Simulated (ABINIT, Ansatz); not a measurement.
## Quasiparticle gap of BaAlSiH (P3m1) in ABINIT

How does a plane-wave GW calculation on BaAlSiH (P3m1) run from the first input to the gap?

Main program and level: ABINIT 10.8.3; LDA and many-body steps on it, plane waves.

**1. The structure**

Symmetry: P3m1, No. 156, trigonal system. The conventional cell has a = 4.334 Å, b = 4.334 Å, c = 5.263 Å, α = 90.00°, β = 90.00°, γ = 120.00°. Nearest to Ba lie 3 H at 2.60 Å and 3 Si at 3.47 Å and 3 Al at 3.50 Å. Nearest to Al lie 1 H at 1.74 Å and 3 Si at 2.54 Å. Nearest to Si lie 3 Al at 2.54 Å and 3 H at 3.30 Å and 3 Ba at 3.47 Å. Nearest to H lie 1 Al at 1.74 Å and 3 Ba at 2.60 Å. Farther neighbours are not listed.

Coordinates:

```cif
data_structure
_symmetry_space_group_name_H-M 'P 1'
_symmetry_Int_Tables_number 1
_cell_length_a 4.3342
_cell_length_b 4.3342
_cell_length_c 5.2626
_cell_angle_alpha 90.000
_cell_angle_beta 90.000
_cell_angle_gamma 120.000
_cell_volume 85.62
loop_
_atom_site_label
_atom_site_type_symbol
_atom_site_fract_x
_atom_site_fract_y
_atom_site_fract_z
_atom_site_occupancy
Ba1 Ba 0.00000 0.00000 0.00044 1
Al2 Al 0.66667 0.33333 0.46525 1
Si3 Si 0.33333 0.66667 0.54231 1
H4 H 0.66667 0.33333 0.13491 1
```

The cell and positions are those that the Materials Project relaxed with its own functionals (PBE, PBE+U or r2SCAN), kept fixed. Spin-orbit coupling is left out unless a step names it.

**2. Ground state**

This step: ABINIT 10.8.3; DFT, LDA, plane waves, norm-conserving pseudopotentials.

The ground-state density comes first.

run.abi reads:

```
acell 3*1.0 Angstrom
rprim 
  4.334227520372 0.000000000006 0.000000000000
  -2.167113760192 3.753551138421 0.000000000000
  0.000000000000 0.000000000000 5.262552000000
ntypat 4
znucl 56 13 14 1
natom 4
typat 1 2 3 4
xred 
  0.000000000000 0.000000000000 0.000436000000
  0.666666666667 0.333333333333 0.465248000000
  0.333333333333 0.666666666667 0.542307000000
  0.666666666667 0.333333333333 0.134910000000
pp_dirpath "pseudos"
pseudos "Ba.upf, Al.upf, Si.upf, H.upf"
ecut 31
ngkpt 6 6 4
nshiftk 1
shiftk 0 0 0
kptopt 1
chksymbreak 0
nband 15
occopt 1
tolvrs 1e-10
nstep 60
prtwf 0
optforces 0
optstress 0
indata_prefix "in"
outdata_prefix "out"
tmpdata_prefix "tmp"
```

Run with:

```bash
$ OMP_NUM_THREADS=1 mpirun -n 4 abinit run.abi > log
```

Numbers of over 12 decimals in the logs are rounded to 6 here.

The log of the run:

```text
.Version 10.8.3 of ABINIT. v10.8.2 released Aug 2026.

 Symmetries : space group P3 m 1 (#156); Bravais hP (primitive hexag.)
================================================================================
 Values of the parameters that define the memory need of the present run
     intxc =       0    ionmov =       0      iscf =       7    lmnmax =       6
     lnmax =       6     mgfft =      50  mpssoang =       3    mqgrid =    3001
     natom =       4  nloc_mem =       1    nspden =       1   nspinor =       1
    nsppol =       1      nsym =       6    n1xccc =    2501    ntypat =       4
    occopt =       1   xclevel =       1
-    mband =          15        mffmem =           1         mkmem =           6
       mpw =        4806          nfft =      101250          nkpt =          24
================================================================================
  Rough estimation (10% accuracy) of disk space for files :
================================================================================

--------------------------------------------------------------------------------
------------- Echo of variables that govern the present computation ------------
--------------------------------------------------------------------------------
 -outvars: echo values of preprocessed input variables --------
            acell      1.8897261259E+00  1.8897261259E+00  1.8897261259E+00 Bohr

      chksymbreak           0
             ecut      3.10000000E+01 Hartree
-          fftalg         312

              ixc       -1012
              kpt      0.00000000E+00  0.00000000E+00  0.00000000E+00
                       1.66666667E-01  0.00000000E+00  0.00000000E+00
                       3.33333333E-01  0.00000000E+00  0.00000000E+00
                       5.00000000E-01  0.00000000E+00  0.00000000E+00
                       1.66666667E-01  1.66666667E-01  0.00000000E+00
                       3.33333333E-01  1.66666667E-01  0.00000000E+00
                       3.33333333E-01  3.33333333E-01  0.00000000E+00
                       0.00000000E+00  0.00000000E+00  2.50000000E-01
                       1.66666667E-01  0.00000000E+00  2.50000000E-01
   [... 13 further rows ...]
                       3.33333333E-01  1.66666667E-01  5.00000000E-01
                       3.33333333E-01  3.33333333E-01  5.00000000E-01
         kptrlatt        6    0    0      0    6    0      0    0    4
          kptrlen      3.97791280E+01
P           mkmem           6
            natom           4
            nband          15
            ngfft          45      45      50
             nkpt          24
            nstep          60
             nsym           6
           ntypat           4
              occ      2.000000  2.000000  2.000000  2.000000  2.000000  2.000000
                       2.000000  2.000000  2.000000  0.000000  0.000000  0.000000
[...]
optforces           0
        optstress           0
            prtwf           0
            rprim      4.3342275204E+00  6.0000000000E-12  0.0000000000E+00
[...]
spgroup         156

           tolvrs      1.00000000E-10

             xred      0.0000000000E+00  0.0000000000E+00  4.3600000000E-04
[...]
znucl       56.00000   13.00000   14.00000    1.00000

================================================================================

 chkinp: Checking input parameters for consistency.

================================================================================
== DATASET  1 ==================================================================
-   mpi_nproc: 4, omp_nthreads: 1 (-1 if OMP is not activated)

--- !DatasetInfo
iteration_state: {dtset: 1, }
dimensions: {natom: 4, nkpt: 24, mband: 15, nsppol: 1, nspinor: 1, nspden: 1, mpw: 4806, }
cutoff_energies: {ecut:  31.0, pawecutdg:  -1.0, }
electrons: {nelect:   1.80000000E+01, charge:   0.00000000E+00, occopt:   1.00000000E+00, tsmear:   1.00000000E-02, }

 Real(R)+Recip(G) space primitive vectors, cartesian coordinates (Bohr,Bohr^-1):
 R(1)=  8.1905030  0.0000000  0.0000000  G(1)=  0.1220926  0.0704902  0.0000000
 R(2)= -4.0952515  7.0931837  0.0000000  G(2)=  0.0000000  0.1409804  0.0000000
 R(3)=  0.0000000  0.0000000  9.9447820  G(3)=  0.0000000  0.0000000  0.1005552
 Unit cell volume ucvol=  5.7775943E+02 bohr^3
 Angles (23,13,12)=  9.00000000E+01  9.00000000E+01  1.20000000E+02 degrees

 getcut: wavevector=  0.0000  0.0000  0.0000  ngfft=  45  45  50
         ecut(hartree)=     31.000   => boxcut(ratio)=   2.00599

--- Pseudopotential description ------------------------------------------------
- Ba Generated using ONCVPSP code by D. R. Hamann
- 56.00000  10.00000  180309                  znucl, zion, pspdat
12 -1012 2 -1 1912                            pspcod,pspxc,lmax,lloc,mmax
     nproj     2     2     2
  pspatm : epsatm=   25.95172157
         --- l  ekb(1:nproj) -->
[...]
pspatm: atomic psp has been read  and splines computed

- Al Generated using ONCVPSP code by D. R. Hamann
- 13.00000   3.00000  180309                  znucl, zion, pspdat
12 -1012 2 -1 1854                            pspcod,pspxc,lmax,lloc,mmax
     nproj     2     2     2
  pspatm : epsatm=    0.57439143
         --- l  ekb(1:nproj) -->
[...]
pspatm: atomic psp has been read  and splines computed

- Si Generated using ONCVPSP code by D. R. Hamann
- 14.00000   4.00000  180309                  znucl, zion, pspdat
12 -1012 2 -1 1510                            pspcod,pspxc,lmax,lloc,mmax
     nproj     2     2     2
  pspatm : epsatm=    6.67003958
         --- l  ekb(1:nproj) -->
[...]
pspatm: atomic psp has been read  and splines computed

- H Generated using ONCVPSP code by D. R. Hamann
-  1.00000   1.00000  180309                  znucl, zion, pspdat
12 -1012 1 -1 1180                            pspcod,pspxc,lmax,lloc,mmax
     nproj     2     1     0
  pspatm : epsatm=    0.35439867
         --- l  ekb(1:nproj) -->
[...]
1   -0.275071
 pspatm: atomic psp has been read  and splines computed

   6.03909922E+02                                ecore*ucvol(ha*bohr**3)
--------------------------------------------------------------------------------

_setup2: Arith. and geom. avg. npw (full set) are    4763.979    4763.971

================================================================================

--- !BeginCycle
iteration_state: {dtset: 1, }
solver: {iscf: 7, nstep: 60, nline: 4, wfoptalg: 0, }
tolerances: {tolvrs: 1.00E-10, }

     iter   Etot(hartree)      deltaE(h)  residm     vres2
 ETOT  1  -35.410608197818    -3.541E+01 2.357E-02 1.231E+02
 ETOT  2  -35.438542820834    -2.793E-02 4.118E-03 3.657E+00
 ETOT  3  -35.438991321467    -4.485E-04 1.148E-03 1.413E-01
 ETOT  4  -35.439001984113    -1.066E-05 1.043E-03 1.271E-02
 ETOT  5  -35.439002761498    -7.774E-07 3.911E-04 3.120E-04
 ETOT  6  -35.439002784283    -2.278E-08 3.547E-04 1.460E-05
 ETOT  7  -35.439002785201    -9.183E-10 2.588E-04 2.134E-07
 ETOT  8  -35.439002785215    -1.439E-11 1.796E-04 5.405E-09
 ETOT  9  -35.439002785216    -1.158E-12 1.889E-04 2.269E-10
 ETOT 10  -35.439002785216     5.471E-13 1.214E-04 1.081E-11

 At SCF step   10       vres2   =  1.08E-11 < tolvrs=  1.00E-10 =>converged.

--- !ResultsGS
iteration_state: {dtset: 1, }
comment   : Summary of ground state results
lattice_vectors:
- [  8.1905030,   0.0000000,   0.0000000, ]
- [ -4.0952515,   7.0931837,   0.0000000, ]
- [  0.0000000,   0.0000000,   9.9447820, ]
lattice_lengths: [   8.19050,    8.19050,    9.94478, ]
lattice_angles: [ 90.000,  90.000, 120.000, ] # degrees, (23, 13, 12)
lattice_volume:   5.7775943E+02
convergence: {deltae:  5.471E-13, res2:  1.081E-11, residm:  1.214E-04, diffor:  0.000E+00, }
etotal    :  -3.54390028E+01
entropy   :   0.00000000E+00
fermie    :   1.86925706E-01
cartesian_stress_tensor: null
pressure_GPa: null
xred      :
- [  0.0000E+00,   0.0000E+00,   4.3600E-04, Ba]
- [  6.6667E-01,   3.3333E-01,   4.6525E-01, Al]
- [  3.3333E-01,   6.6667E-01,   5.4231E-01, Si]
- [  6.6667E-01,   3.3333E-01,   1.3491E-01,  H]
cartesian_forces: null
force_length_stats: {min: null, max: null, mean: null, }

 Integrated electronic density in atomic spheres:
 ------------------------------------------------
 Atom  Sphere_radius  Integrated_density
[...]
4        2.00000          1.37380231
================================================================================

 ----iterations are completed or convergence reached----

 Mean square residual over all n,k,spin=   10.075E-07; max=  12.135E-05
 reduced coordinates (array xred) for    4 atoms
       0.000000000000      0.000000000000      0.000436000000
       0.666666666667      0.333333333333      0.465248000000
       0.333333333333      0.666666666667      0.542307000000
       0.666666666667      0.333333333333      0.134910000000
 rms dE/dt=  0.0000E+00; max dE/dt=  0.0000E+00; dE/dt below (all hartree)
    1       0.000000000000      0.000000000000      0.000000000000
    2       0.000000000000      0.000000000000      0.000000000000
    3       0.000000000000      0.000000000000      0.000000000000
    4       0.000000000000      0.000000000000      0.000000000000

 cartesian coordinates (angstrom) at end:
    1      0.000000     0.000000     0.00229447
    2      2.167114     1.251184     2.448392
    3     -4e-12     2.502367     2.853919
    4      2.167114     1.251184     0.709971
 length scales=  1.889726125908  1.889726125908  1.889726125908 bohr
              =  1.000000000000  1.000000000000  1.000000000000 angstroms
 prteigrs : about to open file out_EIG
 Fermi (or HOMO) energy (hartree) =   0.18693   Average Vxc (hartree)=  -0.34342
 Eigenvalues (hartree) for nkpt=  24  k points:
 kpt#   1, nband= 15, wtk=  0.00694, kpt=  0.0000  0.0000  0.0000 (reduced coord)
  -0.82007   -0.28022   -0.26671   -0.26671   -0.13322    0.03858    0.15725    0.16930
   0.16930    0.23275    0.30100    0.30100    0.33577    0.33581    0.34695
 prteigrs : prtvol=0 or 1, do not print more k-points.

--- !EnergyTerms
iteration_state     : {dtset: 1, }
comment             : Components of total free energy in Hartree
kinetic             :  9.38918454839649E+00
hartree             :  3.75631172165451E+00
xc                  : -9.64346525228816E+00
Ewald energy        : -2.87403921969910E+01
psp_core            :  1.04526190003495E+00
local_psp           : -1.57284524258415E+01
non_local_psp       :  4.48254891981874E+00
total_energy        : -3.54390027852159E+01
total_energy_eV     : -9.64344392960906E+02
band_energy         : -2.69418691018002E+00

== END DATASET(S) ==============================================================
================================================================================

 -outvars: echo values of variables after computation  --------
           etotal     -3.5439002785E+01
            nband          15
             nkpt          24
          spgroup         156
 [... the other variables as echoed above ...]

 Calculation completed.
```

Wall time 17 s (4 MPI ranks of Intel Xeon Platinum 8488C (Sapphire Rapids), shared host); peak memory 0.39 GiB; 69 s of CPU time.

Numbers from this step:

```
total energy               : -964.3444 eV
gap                        : 0.6950 eV
k of the valence top       : 0, 0, 0.5
k of the conduction bottom : 0.5, 0, 0
least direct gap           : 1.247 eV
```

The gap is indirect, with the least direct gap 0.55 eV higher.

(Part 1 of 3 ends here.)

[Paths, hosts, dates, memory and timing lines, banners, echoed tables and standing remarks are left out of the program output.]

[Logs are printed without paths, hosts, clocks, repeated set-up lines and the standing remarks that a program may print on its own settings, such as how far it seeks lower states.]

[Runs of the session that timed out or met a known fault of the program may be left out.]

[Hosts, paths, dates, database ids (printed as entryN), source tags and the programs' standing remarks are cut or masked in the printed files.]

[G0W0 gaps are taken among the corrected bands and points alone; a level outside them can change the order at an edge.]

[Where Ansatz stands beside ABINIT at settings called matched, ABINIT's density can come from a denser mesh and the files from another edition; pairs whose starting gaps differed by over 0.03 eV were left out, so agreement reads better than it is.]
